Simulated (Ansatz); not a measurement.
# Hf (Hafnium, P6_3/mmc): thermal expansion from first principles, part 2 of 2

How much does Hf (Hafnium) expand with temperature?

Ansatz 0.2.0; DFT PBEsol, scalar-relativistic, plane waves, PAW; PAW set soft_1.

So far. Step 2 (Probe on a coarse mesh): The start is under -3.6 GPa at this level and looks like a metal on this mesh. Step 4 (Relaxing to small residual forces and stress): The residual pressure is -0.0014 GPa, small enough for phonons. The relaxed cell has a = 3.160, c = 4.995 Å (conventional setting).

### Step 5. Phonons on strained cells

The study relaxes the crystal at several strains, solves the phonons on some of them and minimises the free energy at each temperature (static energy, vibrations, the electrons in a metal, and PV under a set pressure); the q-mesh sets how far the force constants reach.

File input.yaml:

```yaml
crystal:
  lattice:
    - [3.1604221101, 0.0, 0.0]
    - [-1.580211055, 2.737005834, 0.0]
    - [0.0, 0.0, 4.9953799294]
  atoms:
    - { symbol: Hf, position: [0.3333333333, 0.6666666667, 0.25] }
    - { symbol: Hf, position: [0.6666666667, 0.3333333333, 0.75] }
kpoints:
  mp_grid: { grid: [15, 15, 8] }
hamiltonian:
  xc: pbesol
  pseudopotentials: { kind: paw, azcp: { folder: soft_1 }, xc_functional: pbe }
scf:
  occupations: { method: methfessel_paxton, width: 0.2 }
  lower_state_search: "off"
output:
  eigenvalues: true
phonons:
  method: dfpt
  qmesh: [3, 3, 2]
  temperatures: { t_max: 1200.0, t_step: 50 }
  thermal_expansion: {}
```

The run is started by

```sh
$ ansatz run input.yaml --threads 18 --pin off --max-ram 92160MiB --backend cuda --events-out ev --progress --plain --runs-dir out --max-vram 78GiB
```

Numbers of over 12 decimals in the logs are rounded to 6 here.

Output:

```text
[...]
Crystal: 2 atoms, lattice volume = 43.211 Å³
Basis set: ecut = 487.2 eV, 1085 PW (Γ), exchange–correlation on 48×48×72 points (8 copies of the dense FFT grid, shifted against one another)
Bands: 32, of which v1, the nominal top of the filled ones, is band 26 counted from 1 (25 counted from 0)
Symmetry: 24 space group operations
[...]
k-points: 135 of 1800
[...]
SCF iter   1: F=—  HF=-31197.855944 eV  |F-HF|=—  |Δ(HF+E_count)|=         —  Δρ=3.62e-2  dr2=6.75e-1  ethr=3.10e-3  ⟨swp⟩=4.8  Hψ=14607  notcnv=0
[...]
SCF iter   6: F=—  HF=-31197.605987 eV  |F-HF|=—  |Δ(HF+E_count)|=   7.78e-5  S|Δr|=    0.00e0  Δρ=1.53e-4  dr2=7.44e-6  ethr=5.17e-7  ⟨swp⟩=2.0  Hψ=7834  notcnv=0
[...]
SCF iter   8: F=—  HF=-31197.606351 eV  |F-HF|=—  |Δ(HF+E_count)|=   1.03e-7  S|Δr|=    0.00e0  Δρ=6.26e-6  dr2=1.78e-8  ethr=9.97e-10  ⟨swp⟩=2.2  Hψ=7691  notcnv=0
[...]
SCF iter  10: F=-31197.606351 eV  HF=-31197.606351 eV  |F-HF|=3.64e-12  |Δ(HF+E_count)|=  2.55e-11  S|Δr|=    0.00e0  Δρ=2.32e-7  dr2=1.64e-11  ethr=1.00e-12  ⟨swp⟩=5.8  Hψ=25074  notcnv=0
the search or the solves at the SCF's close seem to have found levels that the self-consistency loop had missed (the run counts 1). By its estimate they hold under 1e-12 electrons; where the run keeps them, the occupations were computed again with them
SCF 1 converged in 10 iterations: F = -31197.606351 eV  dr2 = 1.64e-11
[...]
relax step   1: F+E_penalty+E_count = -31197.60635122 eV  Δ(F+E_penalty+E_count) = +0.000e0 eV  max|allowed force component| = 1.110e-16 eV/Å  Δτ_max = 0.0000 Å  (10 SCF iters, accepted)
SCF converged after 10 iterations
[...]
Free energy (F): -31197.606351 eV
[...]
thermal expansion: electrons of cell 14
thermal expansion, electrons of cell 14: device memory: the entry about to start is reckoned to put 4.6 GiB on a device that reports 115.7 GiB free (of which the cap on the GPU budget leaves the run 78.0 GiB)
thermal expansion: electrons of cell 15
[...]
thermal expansion: electrons of cell 16
[...]
thermal expansion: electrons of cell 17
[...]
thermal expansion: phonons of cell 9
thermal expansion, phonons of cell 9: device memory: the entry about to start is reckoned to put 4.6 GiB on a device that reports 173.9 GiB free (of which the cap on the GPU budget leaves the run 78.0 GiB)
thermal expansion: phonons of cell 10
[...]
thermal expansion: phonons of cell 11
[...]
thermal expansion: phonons of cell 12
[...]
--- Relaxed structure (1 steps of the walk, 1 accepted, 0 SCFs on fresh bases) ---
  F+E_penalty+E_count = -31197.60635122 eV   max|allowed force component| = 1.110e-16 eV/Å
  atoms:
    - { symbol: Hf, position: [0.333333, 0.666667, 0.25] }
    - { symbol: Hf, position: [0.666667, 0.333333, 0.75] }
--- Thermal expansion: 17 cells in 3 rounds, 0 GPa ---
  no lower state was looked for at cell 6: scf.lower_state_search: off
  without vibrations: a 3.16001, b 3.16001, c 4.99654 Å, V 43.2092 Å³, B 114.05 GPa
  at 0 K: a 3.16107, b 3.16107, c 5.00113 Å, V 43.2780 Å³, B 113.38 GPa
  zero-point expansion: a +0.034, b +0.034, c +0.092, V +0.159 %
      T/K        a/Å        b/Å        c/Å       V/Å³ | expansion of a, b, c, V (1e-6/K)   | that of V in the mean from 25 °C | C_P, C_V (J/mol K of the cell) | B_T, B_S (GPa)
     0.00    3.16107    3.16107    5.00113    43.2780 |    0.00    0.00    0.00    0.00 |   15.08 |     0.000     0.000 |   113.38   113.38
   150.00    3.16262    3.16262    5.00454    43.3501 |    4.89    4.89    8.25   18.04 |   19.16 |    46.321    46.178 |   112.13   112.48
   298.15    3.16502    3.16502    5.01120    43.4735 |    5.23    5.23    9.45   19.90 |       - |    50.176    49.835 |   110.29   111.05
   400.00    3.16671    3.16671    5.01614    43.5630 |    5.29    5.29    9.89   20.46 |   20.22 |    51.257    50.778 |   108.99   110.02
   550.00    3.16923    3.16923    5.02381    43.6991 |    5.32    5.32   10.49   21.13 |   20.61 |    52.516    51.825 |   107.04   108.47
   700.00    3.17177    3.17177    5.03194    43.8400 |    5.36    5.36   11.07   21.79 |   20.98 |    53.683    52.761 |   105.06   106.90
   850.00    3.17434    3.17434    5.04052    43.9858 |    5.42    5.42   11.65   22.50 |   21.36 |    54.838    53.664 |   103.06   105.31
  1000.00    3.17694    3.17694    5.04956    44.1370 |    5.52    5.52   12.25   23.28 |   21.75 |    56.040    54.584 |   101.03   103.73
  1150.00    3.17960    3.17960    5.05909    44.2943 |    5.63    5.63   12.90   24.16 |   22.17 |    57.342    55.571 |    98.98   102.14
  1200.00    3.18050    3.18050    5.06238    44.3482 |    5.67    5.67   13.14   24.47 |   22.31 |    57.806    55.920 |    98.29   101.61
  stiffness (GPa) against the strains that keep the symmetry, 3 along the crystal's axis
    without vibrations: C11 + C12 264.85, C13 73.56, C33 203.28
  the static fit leaves 0.000 meV an atom of the energies and, of the stresses, 0.000 GPa of each cell's largest along a strain (root mean squares over the cells), whose Pulay part it has at -0.013 GPa
  vibrations' free energy: its fit leaves 0.0000 meV an atom at the most
  the electrons' free energy at temperature is in it; its fit leaves 0.0015 meV an atom at the most
  free energies summed between the sampled wave vectors
  estimated error of the fitted expansion in any direction: up to 0.387e-6/K, at 1200 K (an estimate, not a bound: it was exceeded on models of known expansion)
  by sums over the sampled wave vectors an expansion of the volume parts by up to 0.62e-6/K
  by a static energy of one degree less an expansion of the volume parts by up to 0.01e-6/K
  the FFT grids of the static calculations differ: 24 × 24 × 36, 24 × 24 × 40
  the FFT grids of the phonon calculations differ: 24 × 24 × 36, 24 × 24 × 40
```

Wall time 2.5 min (1 × NVIDIA GB200 with 18 threads of Arm Neoverse V2, shared host); peak memory 2.5 GiB; 17 min of CPU time.

This step gave:

* pressure: -0.004730 GPa
* volume expansion coefficient at 298 K: 19.90 1e-6/K
* C_P at 298 K: 25.09 J/mol-atom/K
* entropy at 298 K: 44.33 J/mol-atom/K
* isothermal bulk modulus at 298 K: 110.3 GPa
* Grüneisen parameter at 298 K: 1.153
* volume at 298 K: 21.74 Å³/atom
* principal linear expansion coefficients at 298 K: 5.228, 5.228, 9.447 1e-6/K

Strained cells of the study; zero-point energy where phonons were solved; the pressures are stresses at a fixed cutoff and can carry an offset from the finite basis. Expansion cells, by row:

| cell | \|a\| (Å) | \|b\| (Å) | \|c\| (Å) | V (Å³/atom) | E - E_lowest (meV/atom) | pressure, compression positive (GPa) | gap (eV) | zero-point energy (meV/atom) |
| --- | --- | --- | --- | --- | --- | --- | --- | --- |
| 1 | 3.16 | 3.16 | 4.995 | 21.61 | 0 | -0.018 | - | - |
| 2 | 3.186 | 3.186 | 5.035 | 22.13 | 4.359 | -2.634 | - | - |
| 3 | 3.135 | 3.135 | 4.956 | 21.09 | 4.428 | 2.821 | - | - |
| 4 | 3.145 | 3.145 | 5.045 | 21.61 | 1.215 | -0.049 | - | - |
| 5 | 3.176 | 3.176 | 4.947 | 21.61 | 1.237 | 0.036 | - | - |
| 6 | 3.16 | 3.16 | 4.996 | 21.61 | 0 | -0.028 | - | 19.41 |
| 7 | 3.176 | 3.176 | 5.021 | 21.93 | 1.74 | -1.691 | - | 19.04 |
| 8 | 3.153 | 3.153 | 5.02 | 21.61 | 0.313 | -0.046 | - | 19.36 |
| 9 | 3.173 | 3.173 | 5.043 | 21.99 | 2.555 | -1.966 | - | 18.95 |
| 10 | 3.186 | 3.186 | 5.091 | 22.37 | 10.04 | -3.784 | - | 18.47 |
| 11 | 3.185 | 3.185 | 5.028 | 22.08 | 3.609 | -2.404 | - | 18.88 |
| 12 | 3.174 | 3.174 | 5.107 | 22.28 | 9.06 | -3.359 | - | 18.54 |
| 13 | 3.129 | 3.129 | 4.946 | 20.97 | 6.92 | 3.561 | - | - |
| 14 | 3.145 | 3.145 | 4.971 | 21.29 | 1.702 | 1.721 | - | - |
| 15 | 3.198 | 3.198 | 5.14 | 22.77 | 22.3 | -5.486 | - | - |
| 16 | 3.15 | 3.15 | 5.074 | 21.8 | 2.711 | -1.065 | - | - |
| 17 | 3.196 | 3.196 | 5.013 | 22.17 | 5.413 | -2.831 | - | - |

Quasi-harmonic; a, b, c are the run's own cell vectors. Expansion, by row:

| T (K) | a (Å) | b (Å) | c (Å) | alpha (deg) | beta (deg) | gamma (deg) | cell volume (Å³/cell) | alpha_a (1e-6/K) | alpha_b (1e-6/K) | alpha_c (1e-6/K) | alpha_V (1e-6/K) | C_P (J/mol-atom/K) | C_V (J/mol-atom/K) | S (J/mol-atom/K) | B_T (GPa) | B_S (GPa) | Grueneisen | extrapolation | fit error (1e-6/K) |
| --- | --- | --- | --- | --- | --- | --- | --- | --- | --- | --- | --- | --- | --- | --- | --- | --- | --- | --- | --- |
| 0 | 3.161 | 3.161 | 5.001 | 90 | 90 | 120 | 43.28 | 0 | 0 | 0 | 0 | 0 | 0 | 0 | 113.4 | 113.4 | - | 0 | 0 |
| 50 | 3.161 | 3.161 | 5.001 | 90 | 90 | 120 | 43.28 | 3.02 | 3.02 | 2.92 | 8.96 | 12.78 | 12.78 | 6.801 | 113.2 | 113.3 | 1.035 | 0 | 0.09 |
| 100 | 3.162 | 3.162 | 5.003 | 90 | 90 | 120 | 43.31 | 4.47 | 4.47 | 6.92 | 15.86 | 20.77 | 20.73 | 18.71 | 112.7 | 112.9 | 1.125 | 0 | 0.12 |
| 150 | 3.163 | 3.163 | 5.005 | 90 | 90 | 120 | 43.35 | 4.89 | 4.89 | 8.25 | 18.04 | 23.16 | 23.09 | 27.66 | 112.1 | 112.5 | 1.143 | 0 | 0.13 |
| 200 | 3.163 | 3.163 | 5.007 | 90 | 90 | 120 | 43.39 | 5.07 | 5.07 | 8.84 | 18.99 | 24.17 | 24.07 | 34.48 | 111.5 | 112 | 1.15 | 0 | 0.12 |
| 250 | 3.164 | 3.164 | 5.009 | 90 | 90 | 120 | 43.43 | 5.17 | 5.17 | 9.2 | 19.54 | 24.73 | 24.59 | 39.94 | 110.9 | 111.5 | 1.152 | 0 | 0.13 |
| 298.1 | 3.165 | 3.165 | 5.011 | 90 | 90 | 120 | 43.47 | 5.23 | 5.23 | 9.45 | 19.9 | 25.09 | 24.92 | 44.33 | 110.3 | 111 | 1.153 | 0 | 0.13 |
| 300 | 3.165 | 3.165 | 5.011 | 90 | 90 | 120 | 43.48 | 5.23 | 5.23 | 9.46 | 19.91 | 25.1 | 24.93 | 44.48 | 110.3 | 111 | 1.153 | 0 | 0.13 |
| 350 | 3.166 | 3.166 | 5.014 | 90 | 90 | 120 | 43.52 | 5.27 | 5.27 | 9.68 | 20.21 | 25.39 | 25.18 | 48.38 | 109.6 | 110.5 | 1.153 | 0 | 0.13 |
| 400 | 3.167 | 3.167 | 5.016 | 90 | 90 | 120 | 43.56 | 5.29 | 5.29 | 9.89 | 20.46 | 25.63 | 25.39 | 51.78 | 109 | 110 | 1.152 | 0 | 0.13 |
| 450 | 3.168 | 3.168 | 5.019 | 90 | 90 | 120 | 43.61 | 5.3 | 5.3 | 10.09 | 20.7 | 25.85 | 25.57 | 54.81 | 108.3 | 109.5 | 1.151 | 0 | 0.14 |
| 500 | 3.168 | 3.168 | 5.021 | 90 | 90 | 120 | 43.65 | 5.31 | 5.31 | 10.29 | 20.92 | 26.06 | 25.75 | 57.55 | 107.7 | 109 | 1.15 | 0 | 0.14 |
| 550 | 3.169 | 3.169 | 5.024 | 90 | 90 | 120 | 43.7 | 5.32 | 5.32 | 10.49 | 21.13 | 26.26 | 25.91 | 60.04 | 107 | 108.5 | 1.149 | 0 | 0.14 |
| 600 | 3.17 | 3.17 | 5.026 | 90 | 90 | 120 | 43.75 | 5.33 | 5.33 | 10.68 | 21.35 | 26.45 | 26.07 | 62.34 | 106.4 | 108 | 1.147 | 0 | 0.15 |
| 650 | 3.171 | 3.171 | 5.029 | 90 | 90 | 120 | 43.79 | 5.34 | 5.34 | 10.88 | 21.56 | 26.65 | 26.23 | 64.46 | 105.7 | 107.4 | 1.146 | 0 | 0.15 |
| 700 | 3.172 | 3.172 | 5.032 | 90 | 90 | 120 | 43.84 | 5.36 | 5.36 | 11.07 | 21.79 | 26.84 | 26.38 | 66.44 | 105.1 | 106.9 | 1.145 | 0 | 0.16 |
| 750 | 3.173 | 3.173 | 5.035 | 90 | 90 | 120 | 43.89 | 5.38 | 5.38 | 11.26 | 22.01 | 27.03 | 26.53 | 68.3 | 104.4 | 106.4 | 1.145 | 0 | 0.16 |
| 800 | 3.173 | 3.173 | 5.038 | 90 | 90 | 120 | 43.94 | 5.4 | 5.4 | 11.45 | 22.25 | 27.23 | 26.68 | 70.05 | 103.7 | 105.8 | 1.144 | 0 | 0.17 |
| 850 | 3.174 | 3.174 | 5.041 | 90 | 90 | 120 | 43.99 | 5.42 | 5.42 | 11.65 | 22.5 | 27.42 | 26.83 | 71.71 | 103.1 | 105.3 | 1.144 | 0 | 0.17 |
| 900 | 3.175 | 3.175 | 5.043 | 90 | 90 | 120 | 44.04 | 5.45 | 5.45 | 11.84 | 22.75 | 27.61 | 26.98 | 73.28 | 102.4 | 104.8 | 1.145 | 0 | 0.18 |
| 950 | 3.176 | 3.176 | 5.046 | 90 | 90 | 120 | 44.09 | 5.48 | 5.48 | 12.04 | 23.01 | 27.82 | 27.14 | 74.78 | 101.7 | 104.3 | 1.145 | 0 | 0.19 |
| 1000 | 3.177 | 3.177 | 5.05 | 90 | 90 | 120 | 44.14 | 5.52 | 5.52 | 12.25 | 23.28 | 28.02 | 27.29 | 76.21 | 101 | 103.7 | 1.146 | 0 | 0.21 |
| 1050 | 3.178 | 3.178 | 5.053 | 90 | 90 | 120 | 44.19 | 5.55 | 5.55 | 12.46 | 23.57 | 28.23 | 27.45 | 77.58 | 100.3 | 103.2 | 1.146 | 0 | 0.24 |
| 1100 | 3.179 | 3.179 | 5.056 | 90 | 90 | 120 | 44.24 | 5.59 | 5.59 | 12.68 | 23.86 | 28.45 | 27.62 | 78.9 | 99.67 | 102.7 | 1.147 | 0 | 0.28 |
| 1150 | 3.18 | 3.18 | 5.059 | 90 | 90 | 120 | 44.29 | 5.63 | 5.63 | 12.9 | 24.16 | 28.67 | 27.79 | 80.17 | 98.98 | 102.1 | 1.148 | 0 | 0.33 |
| 1200 | 3.18 | 3.18 | 5.062 | 90 | 90 | 120 | 44.35 | 5.67 | 5.67 | 13.14 | 24.47 | 28.9 | 27.96 | 81.39 | 98.29 | 101.6 | 1.149 | 0 | 0.39 |

Table of expansion coefficient by temperature; values in 1e-6/K:

| temperature (K) | volume | principal 1 | principal 2 | principal 3 |
| --- | --- | --- | --- | --- |
| 0 | 0 | 0 | 0 | 0 |
| 50 | 8.96 | 2.92 | 3.02 | 3.02 |
| 100 | 15.9 | 4.47 | 4.47 | 6.92 |
| 150 | 18.0 | 4.89 | 4.89 | 8.25 |
| 200 | 19.0 | 5.07 | 5.07 | 8.84 |
| 250 | 19.5 | 5.17 | 5.17 | 9.2 |
| 298 | 19.9 | 5.23 | 5.23 | 9.45 |
| 300 | 19.9 | 5.23 | 5.23 | 9.46 |
| 350 | 20.2 | 5.27 | 5.27 | 9.68 |
| 400 | 20.5 | 5.29 | 5.29 | 9.89 |
| 450 | 20.7 | 5.3 | 5.3 | 10.1 |
| 500 | 20.9 | 5.31 | 5.31 | 10.3 |
| 550 | 21.1 | 5.32 | 5.32 | 10.5 |
| 600 | 21.4 | 5.33 | 5.33 | 10.7 |
| 650 | 21.6 | 5.34 | 5.34 | 10.9 |
| 700 | 21.8 | 5.36 | 5.36 | 11.1 |
| 750 | 22.0 | 5.38 | 5.38 | 11.3 |
| 800 | 22.2 | 5.4 | 5.4 | 11.4 |
| 850 | 22.5 | 5.42 | 5.42 | 11.7 |
| 900 | 22.8 | 5.45 | 5.45 | 11.8 |
| 950 | 23.0 | 5.48 | 5.48 | 12.0 |
| 1000 | 23.3 | 5.52 | 5.52 | 12.2 |
| 1050 | 23.6 | 5.55 | 5.55 | 12.5 |
| 1100 | 23.9 | 5.59 | 5.59 | 12.7 |
| 1150 | 24.2 | 5.63 | 5.63 | 12.9 |
| 1200 | 24.5 | 5.67 | 5.67 | 13.1 |

At 298 K the volume expansion is 19.9 × 10⁻⁶/K and B_T is 110 GPa. The q-mesh is coarse, so this is a first estimate. The program raised the cutoff to 487.2 eV by itself: with no cutoff typed, the study takes about 1.16 times the default for its relaxations and scales it with the volume for the phonons.

### Step 6. Results

```
settings of these figures                        : PBEsol, 487.2 eV, k 15×15×8, q 3×3×2
volume expansion coefficient at 298 K            : 19.90 1e-6/K
C_P at 298 K                                     : 25.09 J/mol-atom/K
entropy at 298 K                                 : 44.33 J/mol-atom/K
isothermal bulk modulus at 298 K                 : 110.3 GPa
Grüneisen parameter at 298 K                     : 1.153
volume at 298 K                                  : 21.74 Å³/atom
principal linear expansion coefficients at 298 K : 5.228, 5.228, 9.447 1e-6/K
```

Near room temperature Hf (Hafnium) expands by 19.9 × 10⁻⁶/K in volume by PBEsol, with C_P = 25.1 J/(mol K) per mole of atoms and B_T = 110 GPa. The expansion is anisotropic: the principal values at 298 K run from 5.23 to 9.45 × 10⁻⁶/K. The q-mesh is coarse, and the expansion can converge slowly with it. C_P at room temperature is 101 % of the classical 3R an atom. In this metal the study includes the electrons' free energy, which adds a term that grows with temperature, so the heat capacities need not level off at 3R. The PAW files were made for PBE and are used here under another functional, for which the program regenerates the frozen cores.

[Logs are printed without paths, hosts, clocks, repeated set-up lines and the standing remarks that a program may print on its own settings, such as how far it seeks lower states.]

[Hosts, paths, dates, database ids (printed as entryN), source tags and the programs' standing remarks are cut or masked in the printed files.]

[A step with changed settings may run another functional than the one named; its input shows which.]
